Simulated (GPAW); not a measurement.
Consider ZnAg (Pm-3m).

```xyz
2
Lattice="3.1560 0.0000 0.0000 0.0000 3.1560 0.0000 0.0000 0.0000 3.1560" Properties=species:S:1:pos:R:3 pbc="T T T"
Ag    0.0000    0.0000    0.0000
Zn    1.5780    1.5780    1.5780
```

Absorber: atom 2, with 8 Ag at 2.73 Å and 6 Zn at 3.16 Å (cube and octahedron, as in bcc, site symmetry m-3m). Method: GPAW, LDA, excited-electron core hole (neutral cell), 18-atom cell with 7.1 Å between holes, 4×4×4 k points, dipole transitions, Gaussian full width 1.67 eV up to 4 eV, rising linearly to 3.5 eV at 25 eV.

Q: Where do the maxima of the Zn K edge fall?

Main maxima up to 30 eV above the zero (height): 5.0 eV (1.54), 12.8 eV (1.17) and 27.4 eV (1.07). A K edge sees empty p states on the absorber. The total-energy difference is 9671.98 eV. One term is added: -30.82 eV, since the hole is spin-paired here and a spin-polarised one costs that much less in the free atom (computed apart). The photon energy is then 9641.16 eV. The tabulated edge of the element is 9659 eV. The functional leaves an error in such absolute values: in the free atom LDA prices this hole 19.1 eV below PBE (computed apart), and PBE is itself good to a few eV.

The Zn K spectrum (energy from the lowest empty level; intensity scaled to a mean of 1 over the first 20 eV):

```
E (eV)  intensity
  -2.0       0.00
  -1.4       0.02
  -0.8       0.09
  -0.2       0.24
   0.4       0.40
   1.0       0.50
   1.6       0.62
   2.2       0.78
   2.8       0.89
   3.4       1.00
   4.0       1.23
   4.6       1.48
   5.2       1.54
   5.8       1.45
   6.4       1.41
   7.0       1.40
   7.6       1.35
   8.2       1.27
   8.8       1.21
   9.4       1.11
  10.0       1.00
  10.6       0.92
  11.2       0.94
  11.8       1.05
  12.4       1.15
  13.0       1.16
  13.6       1.09
  14.2       1.00
  14.8       0.93
  15.4       0.87
  16.0       0.83
  16.6       0.79
  17.2       0.76
  17.8       0.73
  18.4       0.71
  19.0       0.71
  19.6       0.72
  20.2       0.75
  20.8       0.78
  21.4       0.80
  22.0       0.81
  22.6       0.82
  23.2       0.83
  23.8       0.86
  24.4       0.90
  25.0       0.95
  25.6       1.00
  26.2       1.04
  26.8       1.06
  27.4       1.07
  28.0       1.07
  28.6       1.06
  29.2       1.05
  29.8       1.03
  30.4       1.01
  31.0       0.97
  31.6       0.92
```

The script folds with a Gaussian, whereas the core hole's own line is a Lorentzian, so the onset is too steep and the first peak too high. Lifetime broadening is put in by hand, and intensities beyond about 20 eV depend on it and on the partial waves. The structure is a published determination, not relaxed.

[Banner, clock and machine lines of the logs are left out without a mark of their own.]

[Logs are printed without paths, hosts, clocks, repeated set-up lines and the standing remarks that a program may print on its own settings, such as how far it seeks lower states.]

[Hosts, paths, dates, database ids (printed as entryN), source tags and the programs' standing remarks are cut or masked in the printed files.]

[Lists of maxima count a maximum above −3 eV only where it reaches 4 % of the highest in the window and stands out from its surroundings by 2 % of it (1.5 % where it reaches 55 %); shoulders and weaker maxima are passed over, and of the rest the first, up to two pre-edge ones and the few strongest are named.]
